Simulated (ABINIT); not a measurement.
# A GW chain in ABINIT: CsMgF3 (Pm-3m)

Wanted: ground state, empty states, screening and self-energy for CsMgF3 (Pm-3m).

Calculated with ABINIT 10.8.3; PBEsol and many-body steps on it, plane waves.

Report form: the programs' logs are mostly left out.

### Step 1. Starting point

Symmetry: Pm-3m, No. 221, cubic system. The conventional cell has a = 4.252 Å, b = 4.252 Å, c = 4.252 Å, α = 90.00°, β = 90.00°, γ = 90.00°. Nearest to Cs lie 12 F at 3.01 Å. Nearest to Mg lie 6 F at 2.13 Å. Nearest to F lie 2 Mg at 2.13 Å and 4 Cs at 3.01 Å. Farther neighbours and most contacts between anions are not listed.

The cell and positions are those that the Materials Project relaxed with its own functionals (PBE, PBE+U or r2SCAN), kept fixed.

### Step 2. Ground state

This step: ABINIT 10.8.3; DFT, PBEsol with spin-orbit coupling, plane waves, norm-conserving pseudopotentials.

The ground-state density comes first.

Input file run.abi:

```
acell 3*1.0 Angstrom
rprim 
  4.252307000000 0.000000000000 0.000000000000
  0.000000000000 4.252307000000 0.000000000000
  0.000000000000 0.000000000000 4.252307000000
ntypat 3
znucl 55 12 9
natom 5
typat 1 2 3 3 3
xred 
  0.000000000000 0.000000000000 0.000000000000
  0.500000000000 0.500000000000 0.500000000000
  0.000000000000 0.500000000000 0.500000000000
  0.500000000000 0.000000000000 0.500000000000
  0.500000000000 0.500000000000 0.000000000000
pp_dirpath "pseudos"
pseudos "Cs.upf, Mg.upf, F.upf"
ecut 38
nspinor 2
ngkpt 4 4 4
nshiftk 1
shiftk 0 0 0
kptopt 1
chksymbreak 0
nband 52
occopt 1
tolvrs 1e-10
nstep 60
prtwf 0
optforces 0
optstress 0
indata_prefix "in"
outdata_prefix "out"
tmpdata_prefix "tmp"
```

Launch:

```
> OMP_NUM_THREADS=1 mpirun -n 4 abinit run.abi > log
```

Elapsed: 1.8 min, on 4 MPI ranks of Arm Neoverse V2, shared host; peak memory 0.47 GiB; 7.1 min of CPU time.

This step gave:

| Quantity | Value |
| --- | --- |
| total energy | -4263.8503 eV |
| gap | 6.421 eV |
| k of the valence top | 0, 0, 0 |
| k of the conduction bottom | 0, 0, 0 |
| least direct gap | 6.421 eV |

The gap is direct, at Γ.

### Step 3. Bands along the symmetry lines

Levels along a band path, at the cheap level, show where the edges lie and whether the meshes to come will hold them.

run.abi: that of step 2 with these lines changed.

```diff
@@ -19,14 +19,40 @@
 nspinor 2
-ngkpt 4 4 4
-nshiftk 1
-shiftk 0 0 0
-kptopt 1
-chksymbreak 0
-nband 52
-occopt 1
-tolvrs 1e-10
-nstep 60
+iscf -2
+irdden 1
+kptopt 0
+nkpt 26
+kpt 
+  0.00000000 0.00000000 0.00000000
+  0.00000000 0.12500000 0.00000000
+  0.00000000 0.25000000 0.00000000
+  0.00000000 0.37500000 0.00000000
+  0.00000000 0.50000000 0.00000000
+  0.12500000 0.50000000 0.00000000
+  0.25000000 0.50000000 0.00000000
+  0.37500000 0.50000000 0.00000000
+  0.50000000 0.50000000 0.00000000
+  0.37500000 0.37500000 0.00000000
+  0.25000000 0.25000000 0.00000000
+  0.12500000 0.12500000 0.00000000
+  0.00000000 0.00000000 0.00000000
+  0.12500000 0.12500000 0.12500000
+  0.25000000 0.25000000 0.25000000
+  0.37500000 0.37500000 0.37500000
+  0.50000000 0.50000000 0.50000000
+  0.37500000 0.50000000 0.37500000
+  0.25000000 0.50000000 0.25000000
+  0.12500000 0.50000000 0.12500000
+  0.00000000 0.50000000 0.00000000
+  0.50000000 0.50000000 0.50000000
+  0.50000000 0.50000000 0.37500000
+  0.50000000 0.50000000 0.25000000
+  0.50000000 0.50000000 0.12500000
+  0.50000000 0.50000000 0.00000000
+istwfk *1
+nband 56
+nbdbuf 6
+tolwfr 1e-08
+nstep 40
 prtwf 0
-optforces 0
-optstress 0
+prtvol 0
 indata_prefix "in"
```

Elapsed: 2.5 min, on 4 MPI ranks; peak memory 0.58 GiB.

Numbers from this step:

```yaml
gap: 6.421 eV
k_of_the_valence_top: 0, 0, 0
k_of_the_conduction_bottom: 0, 0, 0
least_direct_gap: 6.421 eV
```

The gap is 6.421 eV, as in the run before at this level.

The electronic bands at the labelled points (eV, zero at the top of the highest filled band):

```csv
point,band 37,band 38,band 39,band 40,band 41,band 42,band 43,band 44
Γ,0.00,0.00,0.00,0.00,6.42,6.42,8.39,8.39
halfway,-0.35,-0.35,-0.18,-0.18,7.41,7.41,8.89,8.89
X,-0.63,-0.63,-0.43,-0.43,9.16,9.16,9.21,9.21
halfway,-0.54,-0.54,-0.30,-0.30,9.09,9.09,9.77,9.77
M,-0.32,-0.32,-0.21,-0.21,8.83,8.83,10.38,10.38
halfway,-0.50,-0.50,-0.12,-0.12,8.13,8.13,9.38,9.38
Γ,0.00,0.00,0.00,0.00,6.42,6.42,8.39,8.39
halfway,-0.35,-0.35,-0.14,-0.14,8.53,8.53,10.02,10.02
R,-0.11,-0.11,-0.11,-0.11,8.62,8.62,8.62,8.62
halfway,-0.44,-0.44,-0.34,-0.34,9.07,9.07,9.89,9.89
X,-0.63,-0.63,-0.43,-0.43,9.16,9.16,9.21,9.21
jump to R,-0.11,-0.11,-0.11,-0.11,8.62,8.62,8.62,8.62
halfway,-0.31,-0.31,-0.19,-0.19,8.74,8.74,9.54,9.54
M,-0.32,-0.32,-0.21,-0.21,8.83,8.83,10.38,10.38
```

### Step 4. Empty states on the mesh, 2×2×2 mesh, 124 bands

The sums over transitions need many empty states on a uniform mesh; this step solves for them.

Input file run.abi:

```
acell 3*1.0 Angstrom
rprim 
  4.252307000000 0.000000000000 0.000000000000
  0.000000000000 4.252307000000 0.000000000000
  0.000000000000 0.000000000000 4.252307000000
ntypat 3
znucl 55 12 9
natom 5
typat 1 2 3 3 3
xred 
  0.000000000000 0.000000000000 0.000000000000
  0.500000000000 0.500000000000 0.500000000000
  0.000000000000 0.500000000000 0.500000000000
  0.500000000000 0.000000000000 0.500000000000
  0.500000000000 0.500000000000 0.000000000000
pp_dirpath "pseudos"
pseudos "Cs.upf, Mg.upf, F.upf"
ecut 38
nspinor 2
ngkpt 2 2 2
nshiftk 1
shiftk 0 0 0
kptopt 1
chksymbreak 0
iscf -2
irdden 1
istwfk *1
nband 124
nbdbuf 10
tolwfr 1e-09
nstep 60
prtvol 0
indata_prefix "in"
outdata_prefix "out"
tmpdata_prefix "tmp"
```

The job ended after 75 s (4 MPI ranks; peak memory 0.46 GiB).

This step gave:

| Quantity | Value |
| --- | --- |
| gap | 6.421 eV |
| k of the valence top | 0, 0, 0 |
| k of the conduction bottom | 0, 0, 0 |
| least direct gap | 6.421 eV |
| k points computed | 4 |
| lowest point of the top converged band, above the valence top | 30.25 eV |

On this mesh the gap is 6.421 eV.

### Step 5. Screening, 2×2×2 mesh, 114 bands, screening to 98 eV

The RPA dielectric matrix is built and inverted for each q.

This step: RPA screening on PBEsol with spin-orbit coupling, plane waves, norm-conserving pseudopotentials.

run.abi: that of step 4 with these lines changed.

```diff
@@ -24,10 +24,11 @@
 chksymbreak 0
-iscf -2
-irdden 1
 istwfk *1
-nband 124
-nbdbuf 10
-tolwfr 1e-09
-nstep 60
-prtvol 0
+occopt 1
+irdwfk 1
+optdriver 3
+nband 114
+ecuteps 3.6
+inclvkb 0
+awtr 1
+symchi 1
 indata_prefix "in"
```

Elapsed: 16 s, on 4 MPI ranks; peak memory 1.3 GiB; 65 s of CPU time.

Numbers from this step:

| Property | Result |
| --- | --- |
| ε∞ with local fields, on this mesh, along the program's q direction | 2.737 |
| the same without local fields | 2.940 |
| plasma frequency | 26.78 eV |
| plane waves in the screening matrix | 171 |

Local fields lower ε∞ by 7 %. On a Γ-centred mesh this coarse the value itself is usually too large, while a short band sum pulls it down.

### Step 6. Self-energy, 2×2×2 mesh, 114 bands, screening to 98 eV

The self-energy is evaluated for the states that the input lists, and the levels follow from it, in one-shot runs by the linearised quasiparticle equation.

This step: G0W0 on PBEsol with spin-orbit coupling, plane waves, norm-conserving pseudopotentials.

run.abi: that of step 5 with these lines changed.

```diff
@@ -27,8 +27,15 @@
 irdwfk 1
-optdriver 3
+optdriver 4
 nband 114
+gwcalctyp 0
+ecutsigx 38
+symsigma 0
+nkptgw 1
+kptgw 
+  0.0000000000 0.0000000000 0.0000000000
+bdgw 
+  37 46
 ecuteps 3.6
-inclvkb 0
-awtr 1
-symchi 1
+irdscr 1
+ppmodel 1
 indata_prefix "in"
```

The job ended after 13 s (4 MPI ranks; peak memory 1.1 GiB).

Numbers from this step:

```yaml
g0w0_gap_on_the_points_computed: 9.804 eV
starting_gap_on_the_mesh: 6.421 eV
k_of_the_valence_top: 0, 0, 0
k_of_the_conduction_bottom: 0, 0, 0
z_at_the_valence_top: 0.809
z_at_the_conduction_bottom: 0.878
least_direct_g0w0_gap_on_the_computed_points: 9.804 eV
```

The gap on the mesh goes from 6.42 eV to 9.80 eV, a correction of +3.38 eV.

Limits: finite bands, cutoff and mesh; screening head approximate; coarse k mesh. v1 is the top filled band, c1 the lowest empty one. Levels before and after the correction, in eV, zero at the valence-band top of each column:

```csv
,conduction bottom,valence top
Kohn-Sham,6.42,0.00
G0W0,9.80,0.00
```

```csv
,level,energy (eV)
Kohn-Sham,Γ v4,0.000
Kohn-Sham,Γ v3,0.000
Kohn-Sham,Γ v2,0.000
Kohn-Sham,Γ v1,0.000
Kohn-Sham,Γ c1-c2,6.421
Kohn-Sham,Γ c3-c6,8.388
G0W0,Γ v4,0.000
G0W0,Γ v3,-0.005
G0W0,Γ v2,-0.001
G0W0,Γ v1,-0.005
G0W0,Γ c1-c2,9.804
G0W0,Γ c3-c6,11.621
```

### Step 7. Where the time went

Times are wall times on 4 MPI ranks of Arm Neoverse V2, shared host, good to a factor of about two.

```csv
step,time,share,memory (GiB)
ground state,1.8 min,29 %,0.47
bands along the symmetry lines,2.5 min,42 %,0.58
empty states on the mesh,75 s,21 %,0.46
screening,16 s,4 %,1.3
self-energy,13 s,3 %,1.1
```

### Step 8. Summary of results

```json
{"PBEsol gap": "6.42 eV, direct", "G0W0 gap on the mesh": "9.80 eV", "GW settings": "2×2×2 mesh, 114 bands, screening to 98 eV, Godby-Needs plasmon pole", "known limits": "not at the basis limit; screening head approximate; coarse k mesh"}
```

In words: G0W0 moves the gap on the mesh from 6.42 eV to 9.80 eV (+3.38 eV), with Z of 0.81 and 0.88 at the edges. Local fields lower the RPA ε∞ on this mesh from 2.94 to 2.74; a Γ-centred mesh this coarse tends to raise both, most where the direct gap is narrow, while a short band sum lowers them. Only 1 of the mesh's irreducible points was corrected, so a valley elsewhere could overtake. Bands and cutoff are finite, so the gap is not at the basis limit. The miss can reach some tenths of an eV and take either sign; the mesh is an error of its own. In the G0W0 run levels were corrected at 1 k point alone, so a gap called «on the mesh» is the least over those, and an edge elsewhere would be missed. The 2×2×2 mesh is coarse for this cell, which bears on the long-range parts of exchange and screening. This is the ideal cubic cell; many perovskites, halides above all, are cubic only on average, and local tilts or off-centring can widen the gap. The long-wavelength limit of the screening leaves out the non-local commutator, which shifts ε∞.

[Paths, hosts, dates, memory and timing lines, banners, echoed tables and standing remarks are left out of the program output.]

[Logs are printed without paths, hosts, clocks, repeated set-up lines and the standing remarks that a program may print on its own settings, such as how far it seeks lower states.]

[Runs of the session that timed out or met a known fault of the program may be left out.]

[Hosts, paths, dates, database ids (printed as entryN), source tags and the programs' standing remarks are cut or masked in the printed files.]

[G0W0 gaps are taken among the corrected bands and points alone; a level outside them can change the order at an edge.]

[Where Ansatz stands beside ABINIT at settings called matched, ABINIT's density can come from a denser mesh and the files from another edition; pairs whose starting gaps differed by over 0.03 eV were left out, so agreement reads better than it is.]
